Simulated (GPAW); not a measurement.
# B K-edge XANES of Mn2B (I4/mcm), part 2 of 3

What does one-electron theory with a core hole give for the B K edge of Mn2B (I4/mcm)?

GPAW 26.7.0; X-ray absorption from dipole matrix elements to empty bands, plane-wave PAW LDA.

So far. Step 2 (Ground state of the crystal): The mesh shows no gap, so the system is treated as a metal and the core electron is put at the Fermi level (neutral cell). Step 3 (Spectrum without a core hole, B atom 5): Main maxima below 24 eV (height): 2.8 eV (0.99), 4.1 eV (1.06), 6.1 eV (1.86), 8.3 eV (1.28), 11.1 eV (2.17) and 20.1 eV (0.82). A K edge sees empty p states on the absorber.

### Step 5. Spectrum with XCH, B atom 5

The holes are 5.1 Å apart. In GPAW the data set carries the hole's charge, so charge=0 means a charged cell and charge=-1 a neutral one. The excited electron is kept in the cell, where it fills the lowest empty states and screens the hole. After the field has converged, empty bands are computed with the density fixed and the dipole matrix elements are summed.

xas.py reads:

```python
import numpy as np
from ase import Atoms
from ase.parallel import parprint, paropen
from gpaw import GPAW, PW, FermiDirac, Mixer, MixerDif, setup_paths
from gpaw.test import gen
setup_paths.insert(0, '.')
gen('B', name='fch1s', xcname='LDA', corehole=(1, 0, 1), write_xml=True)
from gpaw.mpi import world
world.barrier()

atoms = Atoms('Mn12B6',
    cell=[[0, 5.148, 0],
     [5.148, 0, 0],
     [-2.574, -2.574, -6.312]],
    scaled_positions=[[0.17033333, 0.99633333, 0.66666667],
     [0.837, 0.663, 0],
     [0.50366667, 0.32966667, 0.33333333],
     [0.67033333, 0.17033333, 0.66666667],
     [0.337, 0.837, 0],
     [0.00366667, 0.50366667, 0.33333333],
     [0.163, 0.337, 0],
     [0.82966667, 0.00366667, 0.33333333],
     [0.49633333, 0.67033333, 0.66666667],
     [0.663, 0.163, 0],
     [0.32966667, 0.82966667, 0.33333333],
     [0.99633333, 0.49633333, 0.66666667],
     [0.75, 0.75, 0.5],
     [0.41666667, 0.41666667, 0.83333333],
     [0.08333333, 0.08333333, 0.16666667],
     [0.91666667, 0.91666667, 0.83333333],
     [0.58333333, 0.58333333, 0.16666667],
     [0.25, 0.25, 0.5]],
    magmoms=[4.0, 4.0, 4.0, 4.0, 4.0, 4.0, 4.0, 4.0, 4.0, 4.0, 4.0, 4.0, 0.0, 0.0, 0.0, 0.0, 0.0, 0.0],
    pbc=True)
atoms.calc = calc = GPAW(legacy_gpaw=True, mode=PW(430, force_complex_dtype=True), xc='LDA', setups={12: 'fch1s'},
    kpts={'size': (4, 4, 4), 'gamma': True}, occupations=FermiDirac(0.1),
    charge=-1, mixer=MixerDif(0.05, 8, 50), maxiter=150,
    convergence={'density': 0.0001, 'eigenstates': 1e-6}, txt='scf.txt')
energy = atoms.get_potential_energy() + calc.get_reference_energy()
ef = calc.get_fermi_level()
out = dict(energy=energy, fermi=ef, forces=atoms.get_forces().tolist(), magmoms=atoms.get_magnetic_moments().tolist())
parprint(f'all-electron energy {energy:.4f} eV, Fermi level {ef:.4f} eV')
ev = np.array([[calc.get_eigenvalues(k, s) for k in range(len(calc.get_ibz_k_points()))] for s in range(calc.get_number_of_spins())])
out['homo'], out['lumo'], out['counts'] = ev[ev < ef].max(), ev[ev > ef].min(), sorted(set((ev < ef).sum((0, 2)).tolist()))
out['filled'] = (ev[:, 0] < ef).sum(1).tolist()

from ase.units import Ha
from gpaw.xas import dipole_matrix_elements
nb = int(calc.get_number_of_electrons() / 2) + 162
top, nb = nb, nb + 8 + nb // 12
nscf = calc.fixed_density(kpts={'size': (4, 4, 4), 'gamma': True}, nbands=nb,
    convergence={'bands': top, 'eigenstates': 5e-3}, maxiter=60, txt='nscf.txt')
cell = atoms.cell.array
ops = [cell.T @ U.T @ np.linalg.inv(cell.T) for U in nscf.wfs.kd.symmetry.op_scc]
E = np.arange(-6, 34, 0.1)
fwhm = np.interp(E, [4, 25], [0.9, 3.5])
Y, X, zero, highest = 0, 0, 1e9, 1e9
for spin in range(nscf.get_number_of_spins()):
    wfs = nscf.wfs
    mine = wfs.bd.get_slice()  # this rank's bands
    A = dipole_matrix_elements(wfs.setups[12])
    eps = np.zeros((wfs.kd.nibzkpts, nb))
    d = np.zeros((3, A.shape[1], wfs.kd.nibzkpts, nb), complex)
    for kpt in wfs.kpt_u:
        if kpt.s == spin and 12 in kpt.P_ani:
            eps[kpt.k, mine] = kpt.eps_n * Ha
            d[:, :, kpt.k, mine] = (kpt.weight * wfs.nspins / 2) ** 0.5 * np.inner(A, kpt.P_ani[12])
    world.sum(eps)
    world.sum(d)
    T = np.einsum('amkn,bmkn->abkn', d, d.conj()).real
    T = sum(np.einsum('ai,ijkn,bj->abkn', R, T, R) for R in ops) / len(ops)
    empty = eps > ef
    zero, highest = min(zero, eps[empty].min()), min(highest, eps[:, top - 1].min())
    lines = [(eps, T, empty)] if spin == 0 else lines + [(eps, T, empty)]
for eps, T, empty in lines:
    f = np.einsum('aakn->akn', T).reshape(3, -1)
    x = eps.ravel() - zero
    w = np.interp(x, E, fwhm) / 2.35482
    g = np.exp(-0.5 * ((E[:, None] - x) / w) ** 2) / (w * (2 * np.pi) ** 0.5)
    Y = Y + (f * empty.ravel()) @ g.T
    X = X + (f * ~empty.ravel()) @ g.T
out.update(E=E.round(2).tolist(), xas=Y.tolist(), xes=X.tolist(), zero=zero, valid=highest - zero, nk=len(eps), nb=nb)
for i in range(0, len(E), 10):
    parprint(f'{E[i]:7.2f}', *(f'{v:10.3e}' for v in Y[:, i]))
import json
with paropen('out.json', 'w') as f:
    json.dump(out, f)
```

Command:

```
OMP_NUM_THREADS=1 mpirun -n 4 gpaw python xas.py
```

Numbers of over 12 decimals in the logs are rounded to 6 here.

The log of the run:

```text
Input parameters:
  charge: -1
  convergence: {density: 0.0001,
                eigenstates: 1e-06}
  kpts: {gamma: True,
         size: (4, 4, 4)}
  maxiter: 150
  mixer: {backend: pulay,
          beta: 0.05,
          method: difference,
          nmaxold: 8,
          weight: 50}
  mode: {ecut: 430.0,
         force_complex_dtype: True,
         name: pw}
  occupations: {fixmagmom: False,
                name: fermi-dirac,
                width: 0.1}
  setups: {12: fch1s}

Initialize ...

[... PAW data sets ...]

Reference energy: -381236.495485  # eV

Spin-polarized calculation.
Initial magnetic moment: 48.000000

[... convergence settings ...]
Symmetries present (total): 4
  [... symmetry matrices ...]

64 k-points: 4 x 4 x 4 Monkhorst-Pack grid + [1/8,1/8,1/8]
14 k-points in the irreducible part of the Brillouin zone
       k-points in crystal coordinates                weights
   0:     0.00000000    0.00000000    0.00000000          1/64
   1:     0.00000000    0.00000000    0.25000000          2/64
   2:     0.00000000    0.00000000    0.50000000          1/64
   3:     0.25000000    0.00000000    0.00000000          8/64
   4:     0.25000000    0.00000000    0.50000000          8/64
   5:     0.25000000    0.25000000   -0.25000000          4/64
   6:     0.25000000    0.25000000    0.25000000          4/64
   7:     0.25000000    0.25000000    0.50000000          8/64
   8:     0.50000000    0.00000000    0.25000000          4/64
   9:     0.50000000    0.00000000    0.50000000          4/64
          ...
  13:     0.50000000    0.50000000    0.50000000          2/64

Wave functions: Plane wave expansion
  Cutoff energy: 430.000 eV
  Number of coefficients (min, max): 3380, 3413
  Pulay-stress correction: 0.000000 eV/Ang^3 (de/decut=0.000000)
  Using FFTW library
  Wavefunction extrapolation:
    Improved wavefunction reuse through dual PAW basis

Occupation numbers: Fermi-Dirac:
  width: 0.1000  # eV

Eigensolver
   Davidson(niter=2)

Densities:
  Coarse grid: 35*35*35 grid
  Fine grid: 70*70*70 grid
  Total Charge: 0.000000

Density mixing:
  Method: difference
  Backend: pulay
  Linear mixing parameter: 0.05
  old densities: 8
  Width of damping distribution: 1.1
  Damping of long wavelength oscillations: 50

[... Hamiltonian set-up ...]
Number of atoms: 18
Number of atomic orbitals: 180
Number of bands in calculation: 153
Number of valence electrons: 199
Bands to converge: occupied

... initialized

Initializing position-dependent things.

Density initialized from atomic densities
Creating initial wave functions:
  153 bands from LCAO basis set

              Mn     Mn
                     Mn
              Mn  B
          Mn
          B  Mn   Mn
              Mn  B
         MB  Mn
              Mn  B
                 Mn
          B

Atomic positions and initial magnetic moments

Positions:
   0 Mn     3.413124   -0.839124   -4.208000    ( 0.0000,  0.0000,  4.0000)
   1 Mn     3.413124    4.308876    0.000000    ( 0.0000,  0.0000,  4.0000)
   2 Mn     0.839124    1.734876   -2.104000    ( 0.0000,  0.0000,  4.0000)
   3 Mn    -0.839124    1.734876   -4.208000    ( 0.0000,  0.0000,  4.0000)
   4 Mn     4.308876    1.734876    0.000000    ( 0.0000,  0.0000,  4.0000)
   5 Mn     1.734876   -0.839124   -2.104000    ( 0.0000,  0.0000,  4.0000)
   6 Mn     1.734876    0.839124    0.000000    ( 0.0000,  0.0000,  4.0000)
[...]
15 B      2.574000    2.574000   -5.260000    ( 0.0000,  0.0000,  0.0000)
  16 B      2.574000    2.574000   -1.052000    ( 0.0000,  0.0000,  0.0000)
  17 B      0.000000    0.000000   -3.156000    ( 0.0000,  0.0000,  0.0000)

Unit cell:
           periodic     x           y           z      points  spacing
  1. axis:    yes    0.000000    5.148000    0.000000    35     0.1362
  2. axis:    yes    5.148000    0.000000    0.000000    35     0.1362
[...]
13 B  ( 0.000000,  0.000000, -0.000590)
  14 B  ( 0.000000,  0.000000, -0.000590)
  15 B  ( 0.000000,  0.000000,  0.002138)
  16 B  ( 0.000000,  0.000000,  0.002138)
  17 B  ( 0.000000,  0.000000, -0.000580)

Energy contributions relative to reference atoms: (reference = -381236.495485)

Kinetic:        -42.677739
Potential:      +21.535689
External:        +0.000000
XC:            -182.592606
Entropy (-ST):   -0.671143
Local:           +2.454648
SIC:             +0.000000
--------------------------
Free energy:   -201.951151
Extrapolated:  -201.615579

Spin contamination: 1.579180 electrons
Showing only first 2 kpts
                      Up                     Down
 Kpt  Band  Eigenvalues  Occupancy  Eigenvalues  Occupancy
  0    97     10.04767    0.99754     10.08313    0.99650
  0    98     10.04767    0.99754     10.08313    0.99650
  0    99     10.46411    0.86301     10.48425    0.83741
  0   100     10.47869    0.84483     10.49061    0.82856

  1    97     10.14792    0.99332     10.18604    0.99025
  1    98     10.19394    0.98946     10.21448    0.98709
  1    99     10.20903    0.98777     10.24486    0.98259
  1   100     10.21721    0.98674     10.25184    0.98135

Fermi level: 10.64815

No gap
No difference between direct/indirect transitions

Forces in eV/Ang:
  0 Mn   -0.32388   -0.13682    0.16606
  1 Mn   -0.19770    0.19771    0.00008
  2 Mn    0.13681    0.32387   -0.16614
  3 Mn   -0.13682    0.32388    0.16606
  4 Mn    0.19771    0.19770    0.00008
  5 Mn    0.32387   -0.13681   -0.16614
  6 Mn    0.19770   -0.19771    0.00008
[...]
15 B     0.00000    0.00000   -0.34012
 16 B     0.00000    0.00000    0.34015
 17 B     0.00000   -0.00000   -0.00003
Scalar-relativistic atomic LDA calculation for B (Boron, Z=5)
Core hole in 1s state (1s occupation: 1.0)
300 radial gridpoints.
|------------------------------------------------|
|------------------------------------------------|
[... the atom generator's iteration count ...]

Energy contributions:
-------------------------
Kinetic:      +16.693400
XC:            -2.260601
Potential:    -31.255183
-------------------------
Total:        -16.822384

state      eigenvalue         ekin         rmax
-----------------------------------------------
1s^1.0 :    -8.526766    11.791826        0.204
2s^2.0 :    -0.864526     1.675176        1.279
2p^1.0 :    -0.653666     1.551222        1.105
-----------------------------------------------
(units: Bohr and Hartree)

Generating PAW setup
Kinetic energy of the core from tauc = 11.795725
Cutoffs:
rc(s)=1.200
rc(p)=1.200
rc(d)=1.200
rc(vbar)=1.080
rc(comp)=1.200
rc(nct)=1.200

Kinetic energy of the core states: 11.791826
Charge: 1.0
Core electrons: 1.0
Valence electrons: 3.0
Pseudo-core charge: 0.037612
Shape function alpha=6.944
Pseudo-electron charge 3.041132
state    eigenvalue         norm
--------------------------------
2s(2) :    -0.864526     1.030522
*s    :     0.135474
2p(1) :    -0.653666     0.942475
*p    :     0.346334
*d    :     0.000000
--------------------------------

Diagonalizing with gridspacing h=0.050

state   all-electron     PAW
-------------------------------
2s:      -0.864526    -0.865247
2p:      -0.653666    -0.654690
*d:                   -0.075592
*f:                   -0.015154
-------------------------------
<dir> UserWarning: Initial realspace grid (25,25,35) inconsistent with symmetries.
  warnings.warn(
<dir> UserWarning: Using symmetrized grid: (35,35,35).

  warnings.warn('Using symmetrized grid: ({},{},{}).\n'.format(*N_c))
<dir> UserWarning: Initial realspace grid (25,25,35) inconsistent with symmetries.
  warnings.warn(
<dir> UserWarning: Using symmetrized grid: (35,35,35).

  warnings.warn('Using symmetrized grid: ({},{},{}).\n'.format(*N_c))
<dir> UserWarning: Initial realspace grid (25,25,35) inconsistent with symmetries.
  warnings.warn(
<dir> UserWarning: Using symmetrized grid: (35,35,35).

  warnings.warn('Using symmetrized grid: ({},{},{}).\n'.format(*N_c))
<dir> UserWarning: Initial realspace grid (25,25,35) inconsistent with symmetries.
  warnings.warn(
<dir> UserWarning: Using symmetrized grid: (35,35,35).

  warnings.warn('Using symmetrized grid: ({},{},{}).\n'.format(*N_c))
all-electron energy -381438.1111 eV, Fermi level 10.6482 eV
  -6.00  5.692e-59  5.692e-59  3.032e-59
  -5.00  1.483e-42  1.483e-42  8.541e-43
  -4.00  4.228e-29  4.228e-29  2.712e-29
  -3.00  1.346e-18  1.346e-18  1.007e-18
  -2.00  5.042e-11  5.042e-11  4.673e-11
  -1.00  2.572e-06  2.572e-06  3.016e-06
  -0.00  2.884e-04  2.884e-04  3.626e-04
[...]
31.00  6.244e-04  6.244e-04  5.919e-04
  32.00  5.209e-04  5.209e-04  5.413e-04
  33.00  4.255e-04  4.255e-04  4.919e-04
[key lines of the parts left out:]
Converged after 20 iterations.
Dipole moment: (-0.000981, -0.000981, 0.000017) |e|*Ang
```

It took 5.5 min on 4 MPI ranks of AMD EPYC 9R14 (Zen 4), shared host; peak memory 1.2 GiB.

The B K spectrum, B atom 5, excited-electron core hole (neutral cell) (energy from the lowest empty level; intensity scaled to a mean of 1 over the first 20 eV; polarised curves are means over the symmetry-equivalent atoms):

| E (eV) | isotropic | ε ⊥ c | ε ∥ c |
| --- | --- | --- | --- |
| -2.0 | 0.00 | 0.00 | 0.00 |
| -1.0 | 0.00 | 0.00 | 0.00 |
| 0.0 | 0.31 | 0.28 | 0.35 |
| 1.0 | 0.73 | 0.61 | 0.98 |
| 2.0 | 1.63 | 1.63 | 1.64 |
| 3.0 | 1.52 | 1.42 | 1.71 |
| 4.0 | 1.53 | 1.52 | 1.57 |
| 5.0 | 2.24 | 2.03 | 2.66 |
| 6.0 | 1.62 | 1.49 | 1.89 |
| 7.0 | 1.21 | 0.73 | 2.17 |
| 8.0 | 0.91 | 0.62 | 1.50 |
| 9.0 | 1.17 | 0.89 | 1.71 |
| 10.0 | 1.35 | 1.42 | 1.21 |
| 11.0 | 1.25 | 1.43 | 0.90 |
| 12.0 | 0.63 | 0.79 | 0.31 |
| 13.0 | 0.40 | 0.56 | 0.09 |
| 14.0 | 0.44 | 0.60 | 0.12 |
| 15.0 | 0.42 | 0.54 | 0.17 |
| 16.0 | 0.44 | 0.55 | 0.21 |
| 17.0 | 0.58 | 0.74 | 0.26 |
| 18.0 | 0.68 | 0.85 | 0.35 |
| 19.0 | 0.67 | 0.77 | 0.47 |
| 20.0 | 0.61 | 0.64 | 0.54 |
| 21.0 | 0.51 | 0.51 | 0.51 |
| 22.0 | 0.42 | 0.40 | 0.46 |
| 23.0 | 0.41 | 0.37 | 0.48 |
| 24.0 | 0.47 | 0.42 | 0.58 |
| 25.0 | 0.58 | 0.51 | 0.71 |
| 26.0 | 0.66 | 0.61 | 0.78 |
| 27.0 | 0.69 | 0.66 | 0.75 |
| 28.0 | 0.67 | 0.67 | 0.68 |
| 29.0 | 0.66 | 0.67 | 0.64 |
| 30.0 | 0.64 | 0.66 | 0.61 |
| 31.0 | 0.60 | 0.61 | 0.58 |
| 32.0 | 0.52 | 0.51 | 0.53 |

Main maxima below 24 eV (height): 2.4 eV (1.78), 3.8 eV (1.61), 5.2 eV (2.38), 10.4 eV (1.39) and 18.3 eV (0.69). 

The total-energy difference is 185.47 eV.

### Step 6. Spectrum with FCH, B atom 5

The holes are 5.1 Å apart. In GPAW the data set carries the hole's charge, so charge=0 means a charged cell and charge=-1 a neutral one. The excited electron is left out and a uniform background balances the charge. After the field has converged, empty bands are computed with the density fixed and the dipole matrix elements are summed.

Changed against the first core-hole run: core hole to FCH.

Changes to xas.py since step 5:

```diff
@@ -36,3 +36,3 @@
     kpts={'size': (4, 4, 4), 'gamma': True}, occupations=FermiDirac(0.1),
-    charge=-1, mixer=MixerDif(0.05, 8, 50), maxiter=150,
+    charge=0, mixer=MixerDif(0.05, 8, 50), maxiter=150,
     convergence={'density': 0.0001, 'eigenstates': 1e-6}, txt='scf.txt')
```

The log of the run:

```text
Input parameters:
  convergence: {density: 0.0001,
                eigenstates: 1e-06}
  kpts: {gamma: True,
         size: (4, 4, 4)}
  maxiter: 150
  mixer: {backend: pulay,
          beta: 0.05,
          method: difference,
          nmaxold: 8,
          weight: 50}
  mode: {ecut: 430.0,
         force_complex_dtype: True,
         name: pw}
  occupations: {fixmagmom: False,
                name: fermi-dirac,
[...]
warnings.warn(
<dir> UserWarning: Using symmetrized grid: (35,35,35).

  warnings.warn('Using symmetrized grid: ({},{},{}).\n'.format(*N_c))
all-electron energy -381448.7003 eV, Fermi level 10.5160 eV
  -6.00  4.534e-59  4.534e-59  2.175e-59
  -5.00  1.196e-42  1.196e-42  5.471e-43
  -4.00  3.507e-29  3.507e-29  1.571e-29
  -3.00  1.166e-18  1.166e-18  5.493e-19
[...]
32.00  5.412e-04  5.412e-04  5.499e-04
  33.00  4.395e-04  4.395e-04  4.984e-04
[key lines of the parts left out:]
Converged after 20 iterations.
Dipole moment: (-0.004749, -0.004749, -0.000010) |e|*Ang
Free energy:   -212.531966
Fermi level: 10.51596
```

It took 5.4 min on 4 MPI ranks; peak memory 1.2 GiB.

| E (eV) | first run | this run |
| --- | --- | --- |
| -2.0 | 0.00 | 0.00 |
| -1.0 | 0.00 | 0.00 |
| 0.0 | 0.31 | 0.29 |
| 1.0 | 0.73 | 0.69 |
| 2.0 | 1.63 | 1.58 |
| 3.0 | 1.52 | 1.55 |
| 4.0 | 1.53 | 1.58 |
| 5.0 | 2.24 | 2.05 |
| 6.0 | 1.62 | 1.75 |
| 7.0 | 1.21 | 1.23 |
| 8.0 | 0.91 | 0.93 |
| 9.0 | 1.17 | 1.11 |
| 10.0 | 1.35 | 1.33 |
| 11.0 | 1.25 | 1.32 |
| 12.0 | 0.63 | 0.73 |
| 13.0 | 0.40 | 0.41 |
| 14.0 | 0.44 | 0.44 |
| 15.0 | 0.42 | 0.43 |
| 16.0 | 0.44 | 0.43 |
| 17.0 | 0.58 | 0.55 |
| 18.0 | 0.68 | 0.67 |
| 19.0 | 0.67 | 0.68 |
| 20.0 | 0.61 | 0.62 |
| 21.0 | 0.51 | 0.53 |
| 22.0 | 0.42 | 0.43 |
| 23.0 | 0.41 | 0.40 |
| 24.0 | 0.47 | 0.46 |
| 25.0 | 0.58 | 0.56 |
| 26.0 | 0.66 | 0.65 |
| 27.0 | 0.69 | 0.69 |
| 28.0 | 0.67 | 0.68 |
| 29.0 | 0.66 | 0.66 |
| 30.0 | 0.64 | 0.65 |
| 31.0 | 0.60 | 0.61 |
| 32.0 | 0.52 | 0.53 |

Against the first run the r.m.s. difference is 5 %. The highest intensity below 16 eV goes from 5.2 eV (2.38) to 5.4 eV (2.37).

The photon energy of the zero moves by -0.07 eV.

### Step 7. Cell without a hole, the energy reference

The cell and mesh change for the next run, so it gets a reference energy of its own.

scf.py reads:

```python
import numpy as np
from ase import Atoms
from ase.parallel import parprint, paropen
from gpaw import GPAW, PW, FermiDirac, Mixer, MixerDif, setup_paths
from gpaw.test import gen
setup_paths.insert(0, '.')
gen('B', name='nch1s', xcname='LDA', corehole=(1, 0, 0), write_xml=True)
from gpaw.mpi import world
world.barrier()

atoms = Atoms('Mn4B2',
    cell=[[-2.574, 2.574, 2.104],
     [2.574, -2.574, 2.104],
     [2.574, 2.574, -2.104]],
    scaled_positions=[[0.837, 0.663, 0.5],
     [0.337, 0.837, 0.174],
     [0.163, 0.337, 0.5],
     [0.663, 0.163, 0.826],
     [0.75, 0.75, 0],
     [0.25, 0.25, 0]],
    magmoms=[4.0, 4.0, 4.0, 4.0, 0.0, 0.0],
    pbc=True)
atoms.calc = calc = GPAW(legacy_gpaw=True, mode=PW(430, force_complex_dtype=True), xc='LDA', setups={4: 'nch1s'},
    kpts={'size': (5, 5, 5), 'gamma': True}, occupations=FermiDirac(0.1),
    charge=0, mixer=MixerDif(0.05, 8, 50), maxiter=150,
    convergence={'density': 0.0001, 'eigenstates': 1e-6}, txt='scf.txt')
energy = atoms.get_potential_energy() + calc.get_reference_energy()
ef = calc.get_fermi_level()
out = dict(energy=energy, fermi=ef, forces=atoms.get_forces().tolist(), magmoms=atoms.get_magnetic_moments().tolist())
parprint(f'all-electron energy {energy:.4f} eV, Fermi level {ef:.4f} eV')
ev = np.array([[calc.get_eigenvalues(k, s) for k in range(len(calc.get_ibz_k_points()))] for s in range(calc.get_number_of_spins())])
out['homo'], out['lumo'], out['counts'] = ev[ev < ef].max(), ev[ev > ef].min(), sorted(set((ev < ef).sum((0, 2)).tolist()))
out['filled'] = (ev[:, 0] < ef).sum(1).tolist()
import json
with paropen('out.json', 'w') as f:
    json.dump(out, f)
```

Command:

```
OMP_NUM_THREADS=1 mpirun -n 4 gpaw python scf.py
```

The log of the run:

```text
Input parameters:
  convergence: {density: 0.0001,
                eigenstates: 1e-06}
  kpts: {gamma: True,
         size: (5, 5, 5)}
  maxiter: 150
  mixer: {backend: pulay,
          beta: 0.05,
          method: difference,
          nmaxold: 8,
          weight: 50}
  mode: {ecut: 430.0,
         force_complex_dtype: True,
         name: pw}
  occupations: {fixmagmom: False,
                name: fermi-dirac,
[...]
2s(2) :    -0.344821     1.005361
*s    :     0.655179
2p(1) :    -0.136481     0.982498
*p    :     0.863519
*d    :     0.000000
--------------------------------

Diagonalizing with gridspacing h=0.050

state   all-electron     PAW
-------------------------------
2s:      -0.344821    -0.345234
2p:      -0.136481    -0.136840
*d:                    0.041809
*f:                    0.072211
-------------------------------
all-electron energy -127207.8698 eV, Fermi level 10.5572 eV
[key lines of the parts left out:]
Converged after 13 iterations.
Dipole moment: (-0.000000, 0.000000, -0.000000) |e|*Ang
Free energy:    -60.858525
Fermi level: 10.55720
```

The job ended after 17 s (4 MPI ranks; peak memory 0.3 GiB).

(Part 2 of 3 ends here.)

[Banner, clock and machine lines of the logs are left out without a mark of their own.]

[Logs are printed without paths, hosts, clocks, repeated set-up lines and the standing remarks that a program may print on its own settings, such as how far it seeks lower states.]

[Hosts, paths, dates, database ids (printed as entryN), source tags and the programs' standing remarks are cut or masked in the printed files.]

[Lists of maxima count a maximum above −3 eV only where it reaches 4 % of the highest in the window and stands out from its surroundings by 2 % of it (1.5 % where it reaches 55 %); shoulders and weaker maxima are passed over, and of the rest the first, up to two pre-edge ones and the few strongest are named.]
